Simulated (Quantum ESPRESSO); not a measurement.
# E(M) of MnCuAs

Wanted: E(M) for MnCuAs from a parallel start.

Calculated with Quantum ESPRESSO 7.5; PBE; plane waves with GBRV 1.5 PBE potentials, no spin-orbit coupling.

Most raw output is cut from this account.

### Step 1. The structure

The structure is tetragonal, space group P4/nmm (No. 129). The conventional cell has a = 3.820 Å, b = 3.820 Å, c = 6.318 Å, α = 90.00°, β = 90.00°, γ = 90.00°. Nearest to Cu lie 4 As at 2.54 Å and 4 Cu at 2.70 Å and 4 Mn at 2.83 Å. Nearest to Mn lie 5 As at 2.55 to 2.73 Å and 4 Cu at 2.83 Å. Nearest to As lie 4 Cu at 2.54 Å and 5 Mn at 2.55 to 2.73 Å. Farther neighbours are not listed.

The lattice constants were typed from memory of published values and not checked against a source.

### Step 2. No moment imposed

pw.in reads:

```
&CONTROL
  calculation = 'scf'
  prefix = 'pwscf'
  outdir = './tmp'
  pseudo_dir = './pseudo'
  disk_io = 'nowf'
/
&SYSTEM
  ibrav = 0
  celldm(1) = 8
  nat = 6
  ntyp = 3
  ecutwfc = 40
  ecutrho = 280
  nbnd = 54
  occupations = 'smearing'
  smearing = 'fd'
  degauss = 0.00367493
  nspin = 2
  starting_magnetization(1) = 0
  starting_magnetization(2) = 0.2333
  starting_magnetization(3) = 0
/
&ELECTRONS
  conv_thr = 1.2d-08
  electron_maxstep = 150
  mixing_beta = 0.3
/
ATOMIC_SPECIES
Cu     63.5460 cu_pbe_v1.2.uspp.F.UPF
Mn     54.9380 mn_pbe_v1.5.uspp.F.UPF
As     74.9216 as_pbe_v1.uspp.F.UPF
CELL_PARAMETERS alat
   0.9023442245088    0.0000000000000    0.0000000000000
   0.0000000000000    0.9023442245088    0.0000000000000
   0.0000000000000    0.0000000000000    1.4924112069232
ATOMIC_POSITIONS crystal
Cu      0.7500000000    0.2500000000    0.0000000000
Cu      0.2500000000    0.7500000000    0.0000000000
Mn      0.2500000000    0.2500000000    0.6700000000
Mn      0.7500000000    0.7500000000    0.3300000000
As      0.2500000000    0.2500000000    0.2660000000
As      0.7500000000    0.7500000000    0.7340000000
K_POINTS automatic
8 8 8 0 0 0
```

On the command line:

```sh
$ OMP_NUM_THREADS=1 mpirun -n 4 pw.x -nk 4 -in pw.in > pw.out
```

Run time: 2.7 min. Hardware: 4 MPI ranks of Arm Neoverse V2, shared host; peak memory 0.78 GiB.

Spin moment in the atom's sphere by atom:

```csv
atom,spin moment in the atom's sphere (μB)
Cu1,0.05
Cu2,0.05
Mn3,3.67
Mn4,3.67
As5,-0.01
As6,-0.01
```

Numbers from this step:

| Quantity | Value |
| --- | --- |
| smearing term TS | 0.02519 eV |
| magnetization | 7.857 μB |
| absolute magnetization | 8.183 μB |
| final state | ferromagnetic |

### Step 3. Moment fixed at 0 μB

The two spin channels are filled to separate Fermi energies, so that the total moment meets the target. Half of the up one less the down one is the slope dE/dM.

Edit pw.in of step 2 so:

```diff
@@ -14,3 +14,3 @@
   ecutrho = 280
-  nbnd = 54
+  nbnd = 56
   occupations = 'smearing'
@@ -20,4 +20,5 @@
   starting_magnetization(1) = 0
-  starting_magnetization(2) = 0.2333
+  starting_magnetization(2) = 0.0117
   starting_magnetization(3) = 0
+  tot_magnetization = 0
 /
```

It took 3.4 min on 4 MPI ranks; peak memory 0.81 GiB.

Read from the output:

```
magnetization                                 : 0 μB
absolute magnetization                        : 0 μB
half the difference of the two Fermi energies : -0.1 meV
largest moment                                : 0 μB
```

### Step 4. Moment fixed at 1.179 μB

Edit pw.in of step 3 so:

```diff
@@ -20,5 +20,5 @@
   starting_magnetization(1) = 0
-  starting_magnetization(2) = 0.0117
+  starting_magnetization(2) = 0.0393
   starting_magnetization(3) = 0
-  tot_magnetization = 0
+  tot_magnetization = 1.179
 /
```

Wall time 3.4 min (4 MPI ranks); peak memory 0.79 GiB; 13 min of CPU time.

Spin moment in the atom's sphere by atom:

```csv
atom,spin moment in the atom's sphere (μB)
Cu1,-0.033
Cu2,-0.033
Mn3,0.665
Mn4,0.665
As5,-0.036
As6,-0.036
```

Numbers from this step:

```
magnetization                                 : 1.179 μB
absolute magnetization                        : 1.751 μB
half the difference of the two Fermi energies : -220.7 meV
```

### Step 5. Moment fixed at 2.357 μB

Edit pw.in of step 4 so:

```diff
@@ -14,3 +14,3 @@
   ecutrho = 280
-  nbnd = 56
+  nbnd = 57
   occupations = 'smearing'
@@ -20,5 +20,5 @@
   starting_magnetization(1) = 0
-  starting_magnetization(2) = 0.0393
+  starting_magnetization(2) = 0.0786
   starting_magnetization(3) = 0
-  tot_magnetization = 1.179
+  tot_magnetization = 2.357
 /
```

The job ended after 3 min (4 MPI ranks; peak memory 0.81 GiB).

Read from the output:

```yaml
magnetization: 2.357 μB
absolute_magnetization: 3.499 μB
half_the_difference_of_the_two_fermi_energies: -348.2 meV
largest_moment: 1.401 μB
```

### Step 6. E(M)

The runs not shown differ in the target, the start and the number of states alone. The point at 7.86 μB is the free run, entered with slope zero.

Energy over the lowest against total spin moment:

```csv
total spin moment (μB a cell),energy over the lowest (meV a cell)
0.00,2559
1.18,2221
2.36,1861
3.54,1412
4.71,909
5.89,439
7.07,87.4
7.86,0
8.25,22.7
9.43,347
10.61,1404
```

The dE/dM by total spin moment:

```csv
total spin moment (μB a cell),dE/dM (meV/μB)
0.00,-0.106
1.18,-221
2.36,-348
3.54,-412
4.71,-424
5.89,-363
7.07,-206
7.86,0
8.25,114
9.43,478
10.61,1366
```

Largest site moment against total spin moment:

```csv
total spin moment (μB a cell),largest site moment (μB)
0.00,1.2e-4
1.18,0.665
2.36,1.40
3.54,2.02
4.71,2.60
5.89,3.07
7.07,3.46
7.86,3.67
8.25,3.76
9.43,4.00
10.61,4.19
```

### Step 7. What came out

```json
{"moment of the free run": "7.86 μB a cell", "energy at zero total moment": "2559 meV a cell over the lowest", "ΔE/ΔM² from the lowest point to 8.25 and to 7.07 μB": "147 and 141 meV/μB²"}
```

**Reading.** At zero total moment the site moments vanish, so the 2559 meV a cell is the energy of forming them. The points show one minimum alone. All runs start parallel; opposed orders may lie lower.

[Logs and program files are shortened in this print: banners, set-up blocks, solver, clock and traceback lines can be left out without a mark of their own.]

[Logs are printed without paths, hosts, clocks, repeated set-up lines and the standing remarks that a program may print on its own settings, such as how far it seeks lower states.]

[Hosts, paths, dates, database ids (printed as entryN), source tags and the programs' standing remarks are cut or masked in the printed files.]

[Where a cell is said to come from a database of computed structures, the database is the Materials Project.]
